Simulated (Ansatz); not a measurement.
# CsCu2I3 (Cmcm): converging the G0W0 gap

How do accuracy and time trade against each other in G0W0 on CsCu2I3 (Cmcm)?

Program: Ansatz 0.2.0. Level of theory: G0W0 on r2SCAN, plane waves, PAW. Results are calculated unless marked as measured.

In doubt: one-shot GW on d or f shells is unsure, so the values of those runs are not to be relied on.

**1. The structure**

It takes space group Cmcm (No. 63, orthorhombic). Conventional cell: a = 10.548 Å, b = 13.172 Å, c = 6.097 Å, α = 90.00°, β = 90.00°, γ = 90.00°. Nearest to Cs lie 10 I at 3.88 to 4.47 Å. Nearest to Cu lie 4 I at 2.60 to 2.70 Å. Nearest to I lie 4 Cu at 2.70 Å and 2 Cs at 4.09 Å. I has 2 Cu at 2.60 Å and 4 Cs at 3.88 to 4.47 Å nearest. Farther neighbours and most contacts between anions are not listed.

The cell and positions come from the Crystallography Open Database and are kept as given unless a step says otherwise. Spin-orbit coupling is left out unless a step names it. The default PAW set here is soft_2. Its files were made with PBE.

**2. 158 empty bands, screening to 30 eV**

Now the one-shot GW correction: screening in the RPA, then the self-energy of the levels asked for.

input.yaml

```yaml
crystal:
  lattice:
    - [5.27395, -6.58625, 0.0]
    - [5.27395, 6.58625, 0.0]
    - [0.0, 0.0, 6.09718]
  atoms:
    - { symbol: Cs, position: [0.3278, 0.6722, 0.25] }
    - { symbol: Cs, position: [0.6722, 0.3278, 0.75] }
    - { symbol: Cu, position: [0.851, 0.851, 0.0] }
    - { symbol: Cu, position: [0.149, 0.149, 0.5] }
    - { symbol: Cu, position: [0.149, 0.149, 0.0] }
    - { symbol: Cu, position: [0.851, 0.851, 0.5] }
    - { symbol: I, position: [0.8796, 0.1204, 0.25] }
    - { symbol: I, position: [0.1204, 0.8796, 0.75] }
    - { symbol: I, position: [0.836, 0.598, 0.25] }
    - { symbol: I, position: [0.164, 0.402, 0.75] }
    - { symbol: I, position: [0.598, 0.836, 0.75] }
    - { symbol: I, position: [0.402, 0.164, 0.25] }
kpoints:
  mp_grid: { grid: [2, 2, 2] }
hamiltonian:
  xc: r2scan
scf:
  occupations: { method: fixed }
gw:
  n_empty_bands: 158
  ecut_chi: 30
  qp_bands: [v4, c4]
  qp_kpoints: band_edges
  screening: { model: contour_deformation }
```

The run is started by

```console
$ ansatz run input.yaml --threads 24 --pin off --max-ram 82944MiB --backend cuda --events-out ev --progress --plain --runs-dir out --devices 1 --max-vram 78GiB
```

Numbers of over 12 decimals in the logs are rounded to 6 here.

What it wrote:

```text
GPUs: using 1 of 1 available (devices: 1).
Engine: ansatz 0.2.0, aarch64-unknown-linux-gnu
Pseudopotentials: kind: paw
Pseudopotential: Cs, paw, valence charge 9, recommended cutoff 500 eV (meta_gga), Cs.paw.azcp
Pseudopotential: Cu, paw, valence charge 19, recommended cutoff 500 eV (meta_gga), Cu.paw.azcp
Pseudopotential: I, paw, valence charge 17, recommended cutoff 500 eV (meta_gga), I.paw.azcp
Functional definition: r2SCAN
  parameter k0 = 0.174
  parameter k1 = 0.065
  parameter a1 = 4.9479
  exchange = r2scan_x(k0 = k0, k1 = k1, a1 = a1)
  correlation = r2scan_c
[...]
Crystal: 12 atoms, lattice volume = 423.578 Å³
Basis set: ecut = 500 eV, 10765 PW (Γ), exchange–correlation on 256×256×180 points (64 copies of the dense FFT grid, shifted against one another)
Bands: 118, of which v1, the nominal top of the filled ones, is band 98 counted from 1 (97 counted from 0)
Symmetry: 8 space group operations
Space group: Cmcm (ITA 63), of the structure as read, at distance tolerance 7.5e-5 Å
k-points: 6 of 8
Non-local potential: Cs, projectors of the file, l = 0: 3, l = 1: 2, l = 2: 2, l = 3: 2
Non-local potential: Cu, projectors of the file, l = 0: 3, l = 1: 2, l = 2: 3, l = 3: 1
Non-local potential: I, projectors of the file, l = 0: 2, l = 1: 2, l = 2: 2, l = 3: 2
PAW form: soft (Blöchl's): semilocal exchange-correlation on the pseudo side does not see the compensation charge
PAW frozen core: Cs, regenerated for the run's functional (the file was generated under x = pbe(κ = 0.804, μ = 0.219515), c = pbe(β = 0.066725))
PAW frozen core: Cu, regenerated for the run's functional (the file was generated under x = pbe(κ = 0.804, μ = 0.219515), c = pbe(β = 0.066725))
PAW frozen core: I, regenerated for the run's functional (the file was generated under x = pbe(κ = 0.804, μ = 0.219515), c = pbe(β = 0.066725))
PAW one-centre angular grid: Cs, 302 points (default); XC on 160 Gauss nodes
PAW one-centre angular grid: Cu, 590 points (default); XC on 160 Gauss nodes
PAW one-centre angular grid: I, 590 points (default); XC on 160 Gauss nodes
Initial density: superposition of atomic densities (neutral atoms: chi_scale 0, normalization atom), corrected by the library's trained network
Initial wavefunctions: pseudopotential atomic-orbital guess
[...]
Functional: x = r2scan, c = r2scan; τ floored in thin density (d = 2e-4 eV/Å³)
SCF iter   1: F=—  HF=-83073.777029 eV  |F-HF|=—  |Δ(HF+E_count)|=         —  Δρ=1.66e-2  dr2=6.99e-1  dr2_τ=7.73e-3  ethr=1.77e-3  ⟨swp⟩=5.3  Hψ=2276  notcnv=0  defer=100
preconditioner: auto → Resta (q_TF=auto, 2.399 Å⁻¹)  ε∞=4.5  [insulator: Δε(μ)=2.711 eV  Ē_g=9.651 eV  n_scr=96 (ndim 8)  ℏωp=18.0 eV  f_vac=0.164  ε∞_Penn≈4.5]
SCF iter   2: F=—  HF=-83073.789062 eV  |F-HF|=—  |Δ(HF+E_count)|=   1.20e-2  Δρ=9.58e-3  dr2=2.35e-1  dr2_τ=5.90e-3  ethr=3.57e-4  ⟨swp⟩=3.0  Hψ=1444  notcnv=0  defer=107
SCF iter   3: F=—  HF=-83073.697389 eV  |F-HF|=—  |Δ(HF+E_count)|=   9.17e-2  Δρ=3.53e-3  dr2=3.47e-2  dr2_τ=4.17e-4  ethr=1.20e-4  ⟨swp⟩=2.0  Hψ=1229  notcnv=0  defer=103
SCF iter   4: F=—  HF=-83073.692504 eV  |F-HF|=—  |Δ(HF+E_count)|=   4.88e-3  Δρ=4.16e-4  dr2=8.66e-4  dr2_τ=5.23e-5  ethr=1.77e-5  ⟨swp⟩=2.0  Hψ=948  notcnv=0  defer=108
SCF iter   5: F=—  HF=-83073.692924 eV  |F-HF|=—  |Δ(HF+E_count)|=   4.20e-4  Δρ=1.73e-4  dr2=1.43e-4  dr2_τ=5.19e-6  ethr=4.42e-7  ⟨swp⟩=2.0  Hψ=946  notcnv=0  defer=108
SCF iter   6: F=—  HF=-83073.692979 eV  |F-HF|=—  |Δ(HF+E_count)|=   5.54e-5  Δρ=6.80e-5  dr2=1.42e-5  dr2_τ=2.93e-7  ethr=7.31e-8  ⟨swp⟩=2.0  Hψ=922  notcnv=0  defer=108
SCF iter   7: F=—  HF=-83073.692983 eV  |F-HF|=—  |Δ(HF+E_count)|=   3.68e-6  Δρ=2.27e-5  dr2=1.97e-6  dr2_τ=1.45e-8  ethr=7.25e-9  ⟨swp⟩=2.0  Hψ=918  notcnv=0  defer=108
SCF iter   8: F=—  HF=-83073.692983 eV  |F-HF|=—  |Δ(HF+E_count)|=   1.40e-7  Δρ=4.34e-6  dr2=1.12e-7  dr2_τ=4.02e-9  ethr=1.00e-9  ⟨swp⟩=2.0  Hψ=1054  notcnv=0  defer=108
SCF iter   9: F=-83073.692983 eV  HF=-83073.692983 eV  |F-HF|=1.28e-9  |Δ(HF+E_count)|=   7.82e-8  Δρ=1.75e-6  dr2=1.41e-8  dr2_τ=1.01e-10  ethr=5.10e-11  ⟨swp⟩=15.5  Hψ=3821  notcnv=0
SCF 1 converged in 9 iterations: F = -83073.692983 eV  dr2 = 1.41e-8
[...]
SCF converged after 9 iterations
[...]
--- G₀W₀: contour deformation, 6 samples at zero and on the imaginary axis and 1 off it, 8 q-points, 158 empty bands' worth ---
  eigenvalues of the whole cell's RPA ε∞ on this k-mesh (on a slab, of 1 + 4πα/V) = 3.8060, 3.8789, 3.9259; static W/v taken at q = 0 is 0.257829
  gw.qp_kpoints: band_edges: 6 of 6 stored k-points solved, in 1 pass; an edge of the gap read off the rows below is read off those points alone
    ik  band        ε_KS         Σx   Σc(E_QP)       V_xc       Z   E_QP_lin       E_QP  E_QP is
     0    95      5.5798   -36.1750     5.3073   -29.5896  0.7364     4.2598     4.3017  root
     0    96      6.0319   -32.4423     4.4057   -27.0039  0.7578     4.9772     4.9992  root
     0    97      6.0570   -35.6486     4.8545   -29.6028  0.7491     4.8339     4.8657  root
     0    98      6.2437   -34.9115     4.6474   -29.1507  0.7546     5.1043     5.1303  root
     0    99      8.7399    -6.8001    -3.1265   -10.6903  0.8251     9.5111     9.5036  root
     0   100      9.5652    -7.9189    -2.7304   -11.1944  0.8220    10.1141    10.1104  root
     0   101      9.6592    -7.8597    -3.0051   -11.8778  0.8147    10.6869    10.6722  root
     0   102      9.6776    -8.5271    -3.1051   -12.8665  0.8114    10.9348    10.9119  root
     1    95      5.8566   -37.3289     5.3048   -30.7210  0.7389     4.5119     4.5536  root
     1    96      5.8566   -37.3289     5.3048   -30.7210  0.7389     4.5119     4.5536  root
     1    97      5.8869   -37.6305     5.3183   -31.0146  0.7389     4.5480     4.5893  root
     1    98      5.8869   -37.6305     5.3183   -31.0146  0.7389     4.5480     4.5893  root
     1    99      9.3608    -7.3104    -3.0812   -11.3556  0.8183    10.3377    10.3248  root
     1   100      9.3608    -7.3104    -3.0812   -11.3556  0.8183    10.3377    10.3248  root
     1   101      9.5933    -8.0006    -3.0951   -12.1773  0.8150    10.6918    10.6749  root
     1   102      9.5933    -8.0006    -3.0951   -12.1773  0.8150    10.6918    10.6749  root
     2    95      5.6333   -36.6247     5.3059   -29.9860  0.7353     4.2547     4.3005  root
     2    96      5.7443   -35.6752     5.1032   -29.3301  0.7425     4.4653     4.5024  root
     2    97      5.9979   -36.1490     4.9753   -29.9374  0.7458     4.7263     4.7616  root
     2    98      6.1353   -34.8893     4.7096   -29.0427  0.7524     4.9705     4.9983  root
     2    99      9.6923    -7.7360    -3.1596   -11.8822  0.8158    10.6936    10.6789  root
     2   100      9.8429    -8.3096    -2.9292   -12.1006  0.8152    10.7150    10.7047  root
     2   101      9.8848    -8.1915    -3.1126   -12.4590  0.8108    11.0604    11.0397  root
     2   102      9.9315    -8.9012    -3.2220   -13.4415  0.8070    11.2780    11.2499  root
[...]
5    95      5.7889   -37.5646     5.3483   -30.9134  0.7377     4.4437     4.4861  root
     5    96      5.7889   -37.5646     5.3483   -30.9134  0.7377     4.4437     4.4861  root
     5    97      5.9314   -37.9622     5.3065   -31.3416  0.7397     4.5755     4.6174  root
     5    98      5.9314   -37.9622     5.3065   -31.3416  0.7397     4.5755     4.6174  root
     5    99     10.4051    -7.9325    -3.2991   -12.4676  0.8093    11.6675    11.6411  root
     5   100     10.4051    -7.9325    -3.2991   -12.4676  0.8093    11.6675    11.6411  root
     5   101     10.5910    -8.5749    -3.3401   -13.2309  0.8058    11.9387    11.9070  root
     5   102     10.5910    -8.5749    -3.3401   -13.2309  0.8058    11.9387    11.9070  root
```

Wall time 6.4 s (1 × NVIDIA GB200 (shared by 2 runs) with 24 threads of Arm Neoverse V2, shared host); peak memory 2.4 GiB; 17 s of CPU time.

This step gave:

```
bands summed                                 : 256
RPA ε∞ on this mesh (eigenvalues)            : 3.806, 3.879, 3.926
plane waves in the screening matrix          : 165
q-points in the mesh                         : 8
G0W0 gap on the mesh                         : 4.373 eV
k of the valence top                         : 0, 0, 0
k of the conduction bottom                   : 0, 0, 0
starting gap on the mesh                     : 2.496 eV
Z at the valence top                         : 0.7546
Z at the conduction bottom                   : 0.8251
least direct G0W0 gap on the computed points : 4.373 eV
```

The gap on the mesh goes from 2.50 eV to 4.37 eV, a correction of +1.88 eV. Between the two edge states, bare exchange in place of the xc potential would open the gap by 9.65 eV, and correlation takes back 7.77 eV.

**3. 447 empty bands, screening to 60 eV**

Another rung: the empty bands reach about as high as the screening cutoff, so the two stay in balance.

Edit input.yaml of step 2 so:

```diff
@@ -25,4 +25,4 @@
 gw:
-  n_empty_bands: 158
-  ecut_chi: 30
+  n_empty_bands: 447
+  ecut_chi: 60
   qp_bands: [v4, c4]
```

What it wrote:

```text
GPUs: using 1 of 1 available (devices: 1).
[...]
Crystal: 12 atoms, lattice volume = 423.578 Å³
Basis set: ecut = 500 eV, 10765 PW (Γ), exchange–correlation on 256×256×180 points (64 copies of the dense FFT grid, shifted against one another)
Bands: 118, of which v1, the nominal top of the filled ones, is band 98 counted from 1 (97 counted from 0)
Symmetry: 8 space group operations
[...]
k-points: 6 of 8
[...]
SCF iter   1: F=—  HF=-83073.777029 eV  |F-HF|=—  |Δ(HF+E_count)|=         —  Δρ=1.66e-2  dr2=6.99e-1  dr2_τ=7.73e-3  ethr=1.77e-3  ⟨swp⟩=5.3  Hψ=2276  notcnv=0  defer=100
[...]
SCF iter   9: F=-83073.692983 eV  HF=-83073.692983 eV  |F-HF|=1.28e-9  |Δ(HF+E_count)|=   7.82e-8  Δρ=1.75e-6  dr2=1.41e-8  dr2_τ=1.01e-10  ethr=5.10e-11  ⟨swp⟩=15.5  Hψ=3821  notcnv=0
SCF 1 converged in 9 iterations: F = -83073.692983 eV  dr2 = 1.41e-8
[...]
SCF converged after 9 iterations
[...]
bands read: the sum over 545 bands ends inside a degenerate multiplet in 3 slots, whose members it reads at an even weight; the widest, k=1: bands 545 to 546 (counted from 1) at 1/2 each
[...]
0    95      5.5798   -36.1750     5.8325   -29.5896  0.7223     4.8137     4.8270  root
     0    96      6.0319   -32.4423     4.7685   -27.0039  0.7447     5.3534     5.3621  root
     0    97      6.0570   -35.6486     5.3621   -29.6028  0.7344     5.3636     5.3732  root
     0    98      6.2437   -34.9115     5.1057   -29.1507  0.7402     5.5803     5.5886  root
     0    99      8.7399    -6.8001    -3.4124   -10.6903  0.8234     9.2204     9.2177  root
     0   100      9.5652    -7.9189    -2.8655   -11.1944  0.8188     9.9773     9.9753  root
     0   101      9.6592    -7.8597    -3.3144   -11.8778  0.8111    10.3694    10.3629  root
     0   102      9.6776    -8.5271    -3.4922   -12.8665  0.8072    10.5344    10.5248  root
[...]
5    99     10.4051    -7.9325    -3.7087   -12.4676  0.8056    11.2419    11.2314  root
     5   100     10.4051    -7.9325    -3.7087   -12.4676  0.8056    11.2419    11.2314  root
     5   101     10.5910    -8.5749    -3.7630   -13.2309  0.8016    11.4968    11.4840  root
     5   102     10.5910    -8.5749    -3.7630   -13.2309  0.8016    11.4968    11.4840  root
```

Wall time 8.4 s (1 × NVIDIA GB200 (shared by 2 runs) with 24 threads); peak memory 3.2 GiB.

Numbers from this step:

| Quantity | Value |
| --- | --- |
| bands summed | 545 |
| RPA ε∞ on this mesh (eigenvalues) | 3.807, 3.884, 3.940 |
| plane waves in the screening matrix | 461 |
| q-points in the mesh | 8 |
| G0W0 gap on the mesh | 3.629 eV |
| k of the valence top | 0, 0, 0 |
| k of the conduction bottom | 0, 0, 0 |
| starting gap on the mesh | 2.496 eV |
| Z at the valence top | 0.7402 |
| Z at the conduction bottom | 0.8234 |
| least direct G0W0 gap on the computed points | 3.629 eV |

Against the run with 2×2×2 mesh, 158 empty bands, screening to 30 eV, the gap moves by −0.74 eV.

**4. 961 empty bands, screening to 100 eV**

Edit input.yaml of step 3 so:

```diff
@@ -25,4 +25,4 @@
 gw:
-  n_empty_bands: 447
-  ecut_chi: 60
+  n_empty_bands: 961
+  ecut_chi: 100.0
   qp_bands: [v4, c4]
```

What it wrote:

```text
GPUs: using 1 of 1 available (devices: 1).
[...]
Crystal: 12 atoms, lattice volume = 423.578 Å³
Basis set: ecut = 500 eV, 10765 PW (Γ), exchange–correlation on 256×256×180 points (64 copies of the dense FFT grid, shifted against one another)
Bands: 118, of which v1, the nominal top of the filled ones, is band 98 counted from 1 (97 counted from 0)
Symmetry: 8 space group operations
[...]
k-points: 6 of 8
[...]
0   101      9.6592    -7.8597    -3.4771   -11.8778  0.8099    10.2039    10.2002  root
     0   102      9.6776    -8.5271    -3.6867   -12.8665  0.8060    10.3357    10.3303  root
[...]
5    99     10.4051    -7.9325    -3.9334   -12.4676  0.8044    11.0120    11.0068  root
     5   100     10.4051    -7.9325    -3.9334   -12.4676  0.8044    11.0120    11.0068  root
     5   101     10.5910    -8.5749    -3.9931   -13.2309  0.8003    11.2604    11.2539  root
     5   102     10.5910    -8.5749    -3.9931   -13.2309  0.8003    11.2604    11.2539  root
[key lines of the parts left out:]
SCF converged after 9 iterations
```

Run time: 14 s. Hardware: 1 × NVIDIA GB200 (shared by 2 runs) with 24 threads; peak memory 4.8 GiB.

This step gave:

| Item | Value |
| --- | --- |
| bands summed | 1059 |
| RPA ε∞ on this mesh (eigenvalues) | 3.806, 3.884, 3.942 |
| plane waves in the screening matrix | 955 |
| G0W0 gap on the mesh | 3.354 eV |
| k of the valence top | 0, 0, 0 |
| k of the conduction bottom | 0, 0, 0 |
| starting gap on the mesh | 2.496 eV |
| least direct G0W0 gap on the computed points | 3.354 eV |

Against the run with 2×2×2 mesh, 447 empty bands, screening to 60 eV, the gap moves by −0.27 eV.

(Continued in part 2 of 2.)

[Paths, hosts, dates, memory and timing lines, banners, echoed tables and standing remarks are left out of the program output.]

[Logs are printed without paths, hosts, clocks, repeated set-up lines and the standing remarks that a program may print on its own settings, such as how far it seeks lower states.]

[Runs of the session that timed out or met a known fault of the program may be left out.]

[Cells called generated may have been cut or substituted from an entry of the Crystallography Open Database or the Materials Project.]

[Hosts, paths, dates, database ids (printed as entryN), source tags and the programs' standing remarks are cut or masked in the printed files.]
